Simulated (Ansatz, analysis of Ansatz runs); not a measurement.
# N-H pair in ZnSe: local vibrational mode against experiment, part 2 of 2

Aim: the local vibrational mode of the N-H pair in ZnSe, to be set beside the measurement. Set-up: HSE06, 32-site cell, PBE lattice, 420 eV, k: the zone centre alone, anharmonic cut. The model is a cell of 32 host atoms with N put on another atom's site and H put in between. The frequencies come from force constants among the defect atom and its neighbours, with the masses of the isotopes named. Exact exchange opens the gap, stiffens bonds and lessens the self-interaction error, at many times the cost.

Ansatz 0.2.0; HSE06, 32-site cell, PBE lattice, 420 eV, k: the zone centre alone, anharmonic cut.

So far. Step 2 (Relaxation, charge 0): Neighbours of the added atoms: H33: N28 1.02, Zn12 2.45, Zn9 2.45 Å.

## 3. Local vibrational modes

A local mode lives on the defect and the atoms next to it, so only the sites listed in the input are displaced, which costs far fewer SCF runs than the whole cell would.

This step: plane-wave PAW DFT, HSE06; finite-displacement force constants among the atoms nearest to a defect, the others at rest.

modes/input.yaml reads:

```yaml
crystal:
  lattice:
    - [-5.73182924, 5.73182924, -5.73182924]
    - [5.73182924, 5.73182924, 5.73182924]
    - [5.73182924, -5.73182924, -5.73182924]
  atoms:
    - { symbol: Zn, position: [-0.002261049, -0.006055817, -0.002094007] }
    - { symbol: Zn, position: [-0.002264529, 0.247744806, 0.744097747] }
    - { symbol: Zn, position: [5.9709e-05, 0.50365467, 0.507579797] }
    - { symbol: Zn, position: [6.659e-05, 0.757420447, 0.253825476] }
    - { symbol: Zn, position: [0.244747989, -0.006451689, 0.743716194] }
    - { symbol: Zn, position: [0.253645403, 0.250089922, 0.507568212] }
    - { symbol: Zn, position: [0.179158607, 0.429177416, 0.179335507] }
    - { symbol: Zn, position: [0.253650177, 0.757414861, 0.00025466] }
    - { symbol: Zn, position: [0.515578611, -0.026577297, 0.515763354] }
    - { symbol: Zn, position: [0.507411733, 0.250084326, 0.253821738] }
    - { symbol: Zn, position: [0.507396876, 0.503662499, 0.000248635] }
    - { symbol: Zn, position: [0.515563858, 0.76557719, 0.723585772] }
    - { symbol: Zn, position: [0.743526211, -0.006464382, 0.244922989] }
    - { symbol: Zn, position: [0.743936513, 0.247746435, -0.002091067] }
    - { symbol: Zn, position: [0.743541977, 0.494768376, 0.743710465] }
    - { symbol: Zn, position: [0.723388793, 0.765603224, 0.515765259] }
    - { symbol: Se, position: [-0.000980337, 0.000922109, 0.751082812] }
    - { symbol: Se, position: [-0.002149162, 0.24786024, 0.495807686] }
    - { symbol: Se, position: [-0.005200338, 0.500445165, 0.250608851] }
    - { symbol: Se, position: [-0.002142511, 0.745654236, -0.001967267] }
    - { symbol: Se, position: [0.258871063, -0.002382795, 0.500731483] }
    - { symbol: Se, position: [0.250432944, 0.244809637, 0.250596567] }
    - { symbol: Se, position: [0.250422689, 0.500434217, -0.005032854] }
    - { symbol: Se, position: [0.258863356, 0.750559393, 0.74777636] }
    - { symbol: Se, position: [0.500542742, -0.002398009, 0.259043145] }
    - { symbol: Se, position: [0.495646457, 0.247872779, -0.001968865] }
    - { symbol: Se, position: [0.50054985, 0.508877234, 0.747766488] }
    - { symbol: "N", position: [0.537869917, 0.787903109, 0.538077353] }
    - { symbol: Se, position: [0.750901499, 0.000910232, -0.000818866] }
    - { symbol: Se, position: [0.750908864, 0.249028667, 0.751080527] }
    - { symbol: Se, position: [0.747584606, 0.508884082, 0.500713509] }
    - { symbol: Se, position: [0.747585109, 0.750548709, 0.259045827] }
    - { symbol: H, position: [0.435360322, 0.685401812, 0.435573877] }
basis:
  ecutwfc: 420
  xc_grid: 2
hamiltonian:
  xc: hse06
kpoints:
  mp_grid: { grid: [1, 1, 1] }
scf:
  occupations: { method: fermi_dirac, width: 0.01 }
  max_iter: 120
output: {}
checkpoint:
  read: "../relax.run"
phonons:
  supercell: [1, 1, 1]
  displaced_sites: [27, 32]
```

Command:

```bash
$ ansatz run input.yaml --threads 4 --pin off --max-ram 7536MiB --backend cpu --events-out ev --progress --plain --runs-dir out
```

Numbers of over 12 decimals in the logs are rounded to 6 here.

The program printed:

```text
[...]
Warning: at least one further symmetry operation maps every atom of the structure, as the run holds it, onto an atom to within 2.69e-5 (fractional), and is not used: no operation is sought that the atoms, as the run holds them, miss by more than 2.00e-5, [...]
Warning: basis.xc_grid 2: finite-displacement phonons take 3 at the least, and a number is run as typed, so the frequencies can be off [figures from the program's tests cut]. [...]
[...]
Crystal: 33 atoms, lattice volume = 753.251 Å³
Basis set: ecut = 420 eV, 14771 PW (Γ), exchange–correlation on 144×144×144 points (8 copies of the dense FFT grid, shifted against one another)
Bands: 263, of which v1, the nominal top of the filled ones, is band 219 counted from 1 (218 counted from 0)
Symmetry: 1 space group operations
k-points: 1
[...]
max |Σ_I F_I| component: 4.19e-6 eV/Å
--- Band table (eV) ---
[...]
--- Phonons: 12 displaced members + reference (amplitude 0.0025 Å, Σ member SCF iterations 174) ---
  symmetry images taken by strict's conditions (phonons.symmetry_images: auto; settled by no image being taken that strict refuses)
  force constants formed among 2 of 33 sites (N 27, H 32); the other 31 at rest. The modes move the named sites alone.
  the frequencies, the zero-point energy and the sums are of the block with the acoustic sum rule laid on its rows. Row sums over every site: 3.1e-4 eV/Å² at the most
  transpose residual: 4.2e-5 eV/Å²
  largest component of a force at the reference: 9.9e-3 eV/Å on a named site, 7.2e-3 eV/Å on a site at rest
  frequencies among the named sites at Γ of the cell (cm⁻¹): 364.29 478.07 478.16 847.62 847.71 3483.55
  unstable modes among the named sites: 0
  frequencies as built, with no sum rule (cm⁻¹): 364.32 478.08 478.16 847.63 847.72 3483.57
  zero-point energy: 0.402911 eV/cell   skipped modes (ω ≤ 0): 0
  not written: the harmonic force-constant file, the file of eigenvectors (these modes' are written with the force constants), the density of states and the dispersion, which are of every site
[key lines of the parts left out:]
Free energy (F): -135584.722642 eV
Fermi energy:    6.519600 eV
```

It took 22 min on 4 threads of Arm Neoverse V1, shared host; peak memory 1.9 GiB; 86 min of CPU time.

Numbers from this step:

| Item | Value |
| --- | --- |
| free energy | -135584.7226 eV |

The modes with the largest weight on the probed atoms (the light atom of a pair), for the masses of each isotope. Modes of the displaced atoms (local only where they lie over the host's phonons):

```
isotopes  mode (cm⁻¹)  share of the defect atoms
       H         3484                      0.936
       H        847.8                      0.902
       H        847.7                      0.902
       D         2542                      0.878
       D        642.8                      0.638
       D        642.7                      0.638
```

## 4. Point 1 along the mode

A light atom samples the curved part of its well, so the energy is mapped along the mode and the one-dimensional Schrödinger equation solved on it.

This step: plane-wave PAW DFT, HSE06; single point of a defect supercell.

cut0/input.yaml, as its differences from modes/input.yaml of step 3:

```diff
@@ -33,3 +33,3 @@
     - { symbol: Se, position: [0.50054985, 0.508877234, 0.747766488] }
-    - { symbol: "N", position: [0.537869917, 0.787903109, 0.538077353] }
+    - { symbol: "N", position: [0.535863436, 0.785896792, 0.536070994] }
     - { symbol: Se, position: [0.750901499, 0.000910232, -0.000818866] }
@@ -38,3 +38,3 @@
     - { symbol: Se, position: [0.747585109, 0.750548709, 0.259045827] }
-    - { symbol: H, position: [0.435360322, 0.685401812, 0.435573877] }
+    - { symbol: H, position: [0.464012635, 0.714051998, 0.46422472] }
 basis:
@@ -49,7 +49,5 @@
   max_iter: 120
-output: {}
+output:
+  forces: true
 checkpoint:
   read: "../relax.run"
-phonons:
-  supercell: [1, 1, 1]
-  displaced_sites: [27, 32]
```

The program printed:

```text
[...]
Warning: checkpoint.read: the run can stay near the saved state's solution: 2 site(s) moved relative to the saved geometry (max |Δs| = 2.865e-2 fractional); [...]
[...]
Crystal: 33 atoms, lattice volume = 753.251 Å³
Basis set: ecut = 420 eV, 14771 PW (Γ), exchange–correlation on 144×144×144 points (8 copies of the dense FFT grid, shifted against one another)
Bands: 263, of which v1, the nominal top of the filled ones, is band 219 counted from 1 (218 counted from 0)
Symmetry: 1 space group operations
[...]
k-points: 1
[...]
SCF iter   7: F=-135555.799122 eV  HF=-135555.799159 eV  |F-HF|=3.68e-5  |Δ(HF+E_count)|=   2.39e-4  Δρ=9.35e-5  dr2=5.09e-5  ethr=1.51e-7  ⟨swp⟩=5.0  Hψ=698  notcnv=0  defer=4
SCF 1 stopped early in 7 iterations: F = -135555.799122 eV  dr2 = 5.09e-5
[...]
Frozen-core exchange: fock
[...]
Internal energy: -135580.639939 eV  (E = F + TS)
E sigma→0 (E₀):  -135580.639939 eV
Fermi energy:    6.524796 eV
[...]
--- Forces (eV/Å), atoms counted from 1 ---
  atom   1  Zn     0.00206344     0.00155363    -0.00607030
  atom   2  Zn     0.00195333     0.00590127    -0.00178207
  [... 4 atoms left out ...]
  atom   7  Zn     0.03448123     0.03437911    -0.03489558
  [... 1 atom left out ...]
  atom   9  Zn     0.00388324     0.00348098    -0.10050166
  [... 2 atoms left out ...]
  atom  12  Zn     0.00390189     0.10084122    -0.00371304
  [... 3 atoms left out ...]
  atom  16  Zn     0.10051388     0.00359419    -0.00375143
  [... 2 atoms left out ...]
  atom  19  Se    -0.00957664     0.00219190    -0.00220599
  [... 2 atoms left out ...]
  atom  22  Se     0.00251569     0.00219152     0.00974441
  atom  23  Se     0.00238930    -0.00933769    -0.00214619
  [... 4 atoms left out ...]
  atom  28  N     21.94395424    21.94788375   -21.94827346
  [... 3 atoms left out ...]
  atom  32  Se     0.00869487     0.00073566     0.00242109
  atom  33  H    -22.07414702   -22.07647609    22.07751697
  max |Σ_I F_I| component: 9.89e-5 eV/Å
--- Band table (eV) ---
[...]
[key lines of the parts left out:]
Free energy (F): -135580.639939 eV
```

Run time: 91 s. Hardware: 4 threads; peak memory 1.7 GiB.

This step gave:

```yaml
free_energy: -135580.6399 eV
```

The series, run alike:

```
                   run    outcome  energy less the first (eV)  moment (μB)     time
point 1 along the mode  converged                      0.0000         0.00     91 s
point 2 along the mode  converged                     -2.3157         0.00     91 s
point 3 along the mode  converged                     -3.3947         0.00  1.8 min
point 4 along the mode  converged                     -3.9392         0.00  1.8 min
point 5 along the mode  converged                     -3.9790         0.00  1.8 min
point 6 along the mode  converged                     -3.7284         0.00  1.8 min
point 7 along the mode  converged                     -3.4203         0.00  1.8 min
point 8 along the mode  converged                     -3.0256         0.00  1.9 min
point 9 along the mode  converged                     -2.6167         0.00  1.8 min
```

## 5. Anharmonic fundamental

Analysis of the runs above: one-dimensional Schroedinger equation on a polynomial through HSE06 energies along the local mode.

It gives:

| Quantity | Value |
| --- | --- |
| stretch | 3334 cm⁻¹ |
| stretch harmonic | 3484 cm⁻¹ |

Table of energy by normal coordinate:

```
normal coordinate (amu½ Å)  energy (eV)
                    -0.295         4.08
                    -0.216         1.77
                    -0.148        0.688
                    -0.074        0.144
                     0.000            0
                     0.074        0.104
                     0.148        0.354
                     0.216        0.662
                     0.295         1.06
                     0.374         1.47
```

## 6. Results

| Property | Result |
| --- | --- |
| distance from the defect atom to its nearest neighbour | 1.018 Å |
| N-H stretch, 1H | 3334 cm⁻¹ |
| N-H wag, 1H | 848 cm⁻¹ |
| time of the whole chain | 49 min on 4 threads |

In words: N-H stretch, 1H: computed 3334 cm⁻¹, measured 3194 cm⁻¹; 140 cm⁻¹ (4 %) above the measurement. N-H wag, 1H: computed 848 cm⁻¹, measured 783 cm⁻¹; 65 cm⁻¹ (8 %) above the measurement. The anharmonic cut moves the N-H stretch, 1H from 3484 to 3334 cm⁻¹; a straight cut leaves out the coupling to the other modes. Only the named neighbours move, so modes near the host's band are approximate. Limits: the zone centre alone is a coarse sampling for this cell.

[Logs are printed without paths, hosts, clocks, repeated set-up lines and the standing remarks that a program may print on its own settings, such as how far it seeks lower states.]

[Hosts, paths, dates, database ids (printed as entryN), source tags and the programs' standing remarks are cut or masked in the printed files.]

[For some hosts the program warned that the k-mesh of the response run may be too coarse for force constants and the static dielectric constant; such warnings are not shown here.]
